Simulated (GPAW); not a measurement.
# KTaO3: optical spectrum from first principles, part 2 of 2

Aim: the dielectric function of KTaO3, and the optical constants that follow from it.

GPAW 26.7.0; DFT, PBE, plane-wave PAW (GPAW data sets), scalar-relativistic, RPA, optical limit.

So far. Step 2 (Ground state): There is a gap, 2.18 eV on this mesh (points off the mesh can give less), so no carriers' term is needed.

## 4. Dielectric function, RPA

Local fields let the induced charge screen the field inside the cell, which as a rule lowers ε, most along directions where the density is uneven.

This step: DFT, PBE, plane-wave PAW (GPAW data sets), scalar-relativistic, RPA, optical limit (GPAW 26.7.0).

Input file df.py:

```python
from gpaw.response.df import DielectricFunction

df = DielectricFunction('full.gpw', frequencies={'type': 'nonlinear', 'domega0': 0.03, 'omega2': 8},
                        ecut=50,
                        eta=0.12,
                        nbands=56,
                        txt='df.txt')
for direction in ['x', 'z']:
    df.get_dielectric_function(xc='RPA', direction=direction, filename=f'df_{direction}.csv')
```

Started as:

```
> OMP_NUM_THREADS=1 python df.py
```

Numbers of over 12 decimals in the logs are rounded to 6 here.

Log:

```text
Using integrator: PointIntegrator
NonLinearFrequencyDescriptor(from 0.000 to 102.839 eV, 543 points)
Nonperiodic BCs:  [False False False]
Using integrator: PointIntegrator
NonLinearFrequencyDescriptor(from 0.000 to 102.839 eV, 543 points)
Nonperiodic BCs:  [False False False]

Calculating chi0 body with:
    Ground state adapter containing:
    Number of spins: 1
    Number of kpoints: 343
    Number of irreducible kpoints: 20
    Number of completely occupied states: 20
    Number of partially occupied states: 20

    Linear response parametrization:
    q_c: [0.0, 0.0, 0.0]
    Number of frequency points: 543
    Planewave cutoff: 50.0
    Number of bands: 56
    Number of planewaves: 57
    Broadening (eta): 0.12

Integrating chi0 body.

Symmetries of q_c:
    Direct symmetries (Uq -> q): 48
    Indirect symmetries (TUq -> q): 0
In total 48 allowed symmetries.

20 groups of equivalent kpoints. 94.169096% reduction.

Integral kind: spectral function

Calculating chi0 optical extensions with:
    Ground state adapter containing:
    Number of spins: 1
    Number of kpoints: 343
    Number of irreducible kpoints: 20
    Number of completely occupied states: 20
    Number of partially occupied states: 20

    Linear response parametrization:
    Number of frequency points: 543
    Planewave cutoff: 50.0
    Number of bands: 56
    Number of planewaves: 57
    Broadening (eta): 0.12
Integrating chi0 head and wings.

Symmetries of q_c:
    Direct symmetries (Uq -> q): 48
    Indirect symmetries (TUq -> q): 0
In total 48 allowed symmetries.

20 groups of equivalent kpoints. 94.169096% reduction.

Integral kind: spectral function wings
```

Wall time 9.8 s (1 thread of Arm Neoverse V2, shared host); peak memory 0.34 GiB.

Numbers from this step:

```
electronic dielectric constant ε∞, mean over x, y and z (by symmetry where fewer were run) : 4.777
```

Some rows of df_x.csv (energy; Re and Im without local fields; Re and Im with them):

```text
0.000000, 4.964521, -0.000000, 4.777235, -0.000000
0.429336, 4.987692, 0.013144, 4.798941, 0.012307
0.878195, 5.065058, 0.028950, 4.871310, 0.027047
1.347938, 5.218696, 0.051445, 5.014560, 0.047856
1.840057, 5.500997, 0.091989, 5.276225, 0.084919
2.356191, 6.078960, 0.209124, 5.806283, 0.190346
2.898142, 7.210223, 1.711396, 6.847307, 1.523659
3.467895, 6.559172, 1.321532, 6.224806, 1.170692
4.067647, 6.554667, 7.694093, 7.061879, 6.724567
4.699832, 3.687684, 2.008914, 3.655618, 1.931763
5.367152, 2.984355, 7.499299, 4.339263, 7.349821
6.072622, 1.580882, 5.211404, 2.301290, 5.567423
6.819608, 1.284342, 0.818319, 0.767196, 1.151771
7.611886, 3.103714, 1.864679, 2.728026, 1.939854
8.453705, 2.661596, 2.640790, 2.332804, 2.748559
9.349861, 1.830673, 4.126251, 1.451994, 4.191479
10.305790, 0.856462, 3.120690, 0.582000, 3.115944
11.327680, 0.158662, 1.989085, -0.302324, 1.917721
12.422601, 0.934160, 2.024938, 0.593891, 1.640966
13.598673, 0.985965, 1.636703, 0.798154, 1.420782
```

The Im ε, E ∥ x or z has structure finer than the step of the table below, so its rows give means over 0.5 eV, whole bins alone (the curve runs from 0 to 14.0 eV). Peaks (eV: height): 3.14: 2.36, 4.11: 7.11, 5.42: 7.36, 6.12: 5.75, 8.33: 3.38, 9.22: 4.85, 10.81: 5.14.

Sum at mesh points, not converged in k; values under the direct gap are tails of Lorentzian lines. The Im ε, E ∥ x or z by photon energy; means over each step:

| photon energy (eV) | Im ε, E ∥ x or z |
| --- | --- |
| 0.5 | 0.0146 |
| 1.0 | 0.0320 |
| 1.5 | 0.0577 |
| 2.0 | 0.108 |
| 2.5 | 0.329 |
| 3.0 | 1.79 |
| 3.5 | 1.42 |
| 4.0 | 5.00 |
| 4.5 | 3.62 |
| 5.0 | 3.15 |
| 5.5 | 5.87 |
| 6.0 | 4.70 |
| 6.5 | 2.92 |
| 7.0 | 1.04 |
| 7.5 | 1.62 |
| 8.0 | 1.91 |
| 8.5 | 2.63 |
| 9.0 | 3.88 |
| 9.5 | 3.91 |
| 10.0 | 3.81 |
| 10.5 | 3.29 |
| 11.0 | 3.80 |
| 11.5 | 1.94 |
| 12.0 | 1.62 |
| 12.5 | 1.61 |
| 13.0 | 1.61 |
| 13.5 | 1.55 |

The reflectivity at normal incidence, E ∥ x or z has structure finer than the step of the table below, so its rows give means over 0.25 eV, whole bins alone (the curve runs from 0 to 14.0 eV). Peaks (eV: height): 4.112: 30.2, 5.416: 31.1, 6.229: 30.5, 8.330: 17.5, 9.284: 24.0, 10.165: 23.2, 11.103: 36.4.

Sum at mesh points, not converged in k. Table of reflectivity at normal incidence, E ∥ x or z by photon energy; means over each step:

| photon energy (eV) | reflectivity at normal incidence, E ∥ x or z (%) |
| --- | --- |
| 0.25 | 13.9 |
| 0.50 | 14.0 |
| 0.75 | 14.1 |
| 1.00 | 14.3 |
| 1.25 | 14.5 |
| 1.50 | 14.9 |
| 1.75 | 15.3 |
| 2.00 | 15.9 |
| 2.25 | 16.7 |
| 2.50 | 17.9 |
| 2.75 | 19.8 |
| 3.00 | 20.5 |
| 3.25 | 17.9 |
| 3.50 | 19.1 |
| 3.75 | 23.0 |
| 4.00 | 28.8 |
| 4.25 | 27.5 |
| 4.50 | 17.7 |
| 4.75 | 14.3 |
| 5.00 | 20.4 |
| 5.25 | 27.3 |
| 5.50 | 29.5 |
| 5.75 | 20.3 |
| 6.00 | 23.8 |
| 6.25 | 29.7 |
| 6.50 | 23.9 |
| 6.75 | 12.1 |
| 7.00 | 4.46 |
| 7.25 | 7.41 |
| 7.50 | 10.3 |
| 7.75 | 10.1 |
| 8.00 | 11.7 |
| 8.25 | 16.4 |
| 8.50 | 13.5 |
| 8.75 | 15.0 |
| 9.00 | 20.4 |
| 9.25 | 23.2 |
| 9.50 | 19.9 |
| 9.75 | 20.1 |
| 10.00 | 21.5 |
| 10.25 | 21.6 |
| 10.50 | 16.7 |
| 10.75 | 24.7 |
| 11.00 | 35.0 |
| 11.25 | 29.5 |
| 11.50 | 20.9 |
| 11.75 | 18.6 |
| 12.00 | 14.4 |
| 12.25 | 12.4 |
| 12.50 | 12.2 |
| 12.75 | 11.1 |
| 13.00 | 10.6 |
| 13.25 | 11.9 |
| 13.50 | 10.4 |
| 13.75 | 11.0 |

The Im ε, E ∥ x or z has structure finer than the step of the table below, so its rows give means over 0.5 eV, whole bins alone (the curve runs from 0 to 14.0 eV). Peaks (eV: height): without local fields 3.14: 2.61, 4.11: 7.84, 5.37: 7.50, 6.07: 5.21, 8.33: 3.26, 9.22: 4.70, 10.81: 5.05; with local fields 3.14: 2.36, 4.11: 7.11, 5.42: 7.36, 6.12: 5.75, 8.33: 3.38, 9.22: 4.85, 10.81: 5.14.

Sum at mesh points, not converged in k; values under the direct gap are tails of Lorentzian lines. Im ε, E ∥ x or z against photon energy; means over each step:

| photon energy (eV) | without local fields | with local fields |
| --- | --- | --- |
| 0.5 | 0.0156 | 0.0146 |
| 1.0 | 0.0343 | 0.0320 |
| 1.5 | 0.0622 | 0.0577 |
| 2.0 | 0.118 | 0.108 |
| 2.5 | 0.365 | 0.329 |
| 3.0 | 1.99 | 1.79 |
| 3.5 | 1.61 | 1.42 |
| 4.0 | 5.73 | 5.00 |
| 4.5 | 3.65 | 3.62 |
| 5.0 | 3.66 | 3.15 |
| 5.5 | 5.66 | 5.87 |
| 6.0 | 4.31 | 4.70 |
| 6.5 | 2.14 | 2.92 |
| 7.0 | 0.782 | 1.04 |
| 7.5 | 1.48 | 1.62 |
| 8.0 | 1.85 | 1.91 |
| 8.5 | 2.55 | 2.63 |
| 9.0 | 3.79 | 3.88 |
| 9.5 | 3.84 | 3.91 |
| 10.0 | 3.85 | 3.81 |
| 10.5 | 3.28 | 3.29 |
| 11.0 | 3.77 | 3.80 |
| 11.5 | 2.03 | 1.94 |
| 12.0 | 1.91 | 1.62 |
| 12.5 | 1.98 | 1.61 |
| 13.0 | 2.00 | 1.61 |
| 13.5 | 1.77 | 1.55 |

The loss function −Im 1/ε at q → 0, E ∥ x or z has structure finer than the step of the table below, so its rows give means over 0.25 eV, whole bins alone (the curve runs from 0 to 14.0 eV). Peaks (eV: height): 4.516: 0.214, 5.715: 0.228, 6.765: 0.648, 8.454: 0.211, 10.377: 0.324, 11.866: 0.609, 13.512: 0.595.

Sum at mesh points, not converged in k; values under the direct gap are tails of Lorentzian lines. Table of loss function −Im 1/ε at q → 0, E ∥ x or z by energy loss; means over each step:

| energy loss (eV) | loss function −Im 1/ε at q → 0, E ∥ x or z |
| --- | --- |
| 0.25 | 3.1e-4 |
| 0.50 | 6.3e-4 |
| 0.75 | 9.6e-4 |
| 1.00 | 0.00132 |
| 1.25 | 0.00173 |
| 1.50 | 0.00221 |
| 1.75 | 0.00280 |
| 2.00 | 0.00361 |
| 2.25 | 0.00488 |
| 2.50 | 0.00758 |
| 2.75 | 0.0177 |
| 3.00 | 0.0419 |
| 3.25 | 0.0541 |
| 3.50 | 0.0308 |
| 3.75 | 0.0304 |
| 4.00 | 0.0582 |
| 4.25 | 0.121 |
| 4.50 | 0.189 |
| 4.75 | 0.100 |
| 5.00 | 0.0661 |
| 5.25 | 0.0831 |
| 5.50 | 0.146 |
| 5.75 | 0.205 |
| 6.00 | 0.152 |
| 6.25 | 0.208 |
| 6.50 | 0.367 |
| 6.75 | 0.567 |
| 7.00 | 0.279 |
| 7.25 | 0.155 |
| 7.50 | 0.154 |
| 7.75 | 0.161 |
| 8.00 | 0.124 |
| 8.25 | 0.136 |
| 8.50 | 0.187 |
| 8.75 | 0.128 |
| 9.00 | 0.130 |
| 9.25 | 0.179 |
| 9.50 | 0.223 |
| 9.75 | 0.223 |
| 10.00 | 0.228 |
| 10.25 | 0.283 |
| 10.50 | 0.274 |
| 10.75 | 0.197 |
| 11.00 | 0.241 |
| 11.25 | 0.425 |
| 11.50 | 0.508 |
| 11.75 | 0.561 |
| 12.00 | 0.601 |
| 12.25 | 0.570 |
| 12.50 | 0.546 |
| 12.75 | 0.562 |
| 13.00 | 0.517 |
| 13.25 | 0.524 |
| 13.50 | 0.569 |
| 13.75 | 0.483 |

From ε follow the optical constants at some laser and lamp lines:

| wavelength (nm) | n | k | R (%) | 1/α |
| --- | --- | --- | --- | --- |
| 1550 | 2.20 | 0.005 | 14.1 | 22 µm |
| 1064 | 2.22 | 0.009 | 14.4 | 9.7 µm |
| 633 | 2.32 | 0.021 | 15.8 | 2.4 µm |
| 532 | 2.40 | 0.038 | 17.0 | 1.1 µm |
| 365 | 2.42 | 0.243 | 17.7 | 120 nm |
| 308 | 2.98 | 1.030 | 29.5 | 24 nm |
| 248 | 2.50 | 0.543 | 20.3 | 36 nm |

Below the direct gap, k and the depth come from the tails of the Lorentzian lines, not from transitions.

Rows near the edge hang on the gap, which this functional as a rule makes too small, and phonon-assisted absorption is left out.

## 5. What came out

| Quantity | Value |
| --- | --- |
| electronic dielectric constant ε∞, mean over x, y and z (by symmetry where fewer were run) (RPA) | 4.78 |

What this shows: At this level (PBE, RPA) KTaO3 has ε∞ = 4.78 and n = 2.20 at 1550 nm. On the mesh the gap is 2.24 eV and the least direct gap 2.80 eV, so on this mesh the band edges lie at different points. Local fields change the static value along x from 4.96 to 4.78 (-4 %). Excitons and phonon-assisted transitions are missing; PBE gaps are as a rule too small, which pulls the onset down and ε∞ up. Spin-orbit coupling is left out although heavy atoms are present. In this version of GPAW the matrix elements of the optical limit are incomplete, which can lower ε − 1 by up to a tenth where first-row anions or d states rule, and shift it by more in d metals. The sum runs over mesh points 0.23 Å⁻¹ apart with no interpolation, so peaks are partly noise of the mesh and static values carry its error.

[Machine, clock and banner lines and Python warnings are left out of the logs.]

[Logs are printed without paths, hosts, clocks, repeated set-up lines and the standing remarks that a program may print on its own settings, such as how far it seeks lower states.]

[Hosts, paths, dates, database ids (printed as entryN), source tags and the programs' standing remarks are cut or masked in the printed files.]
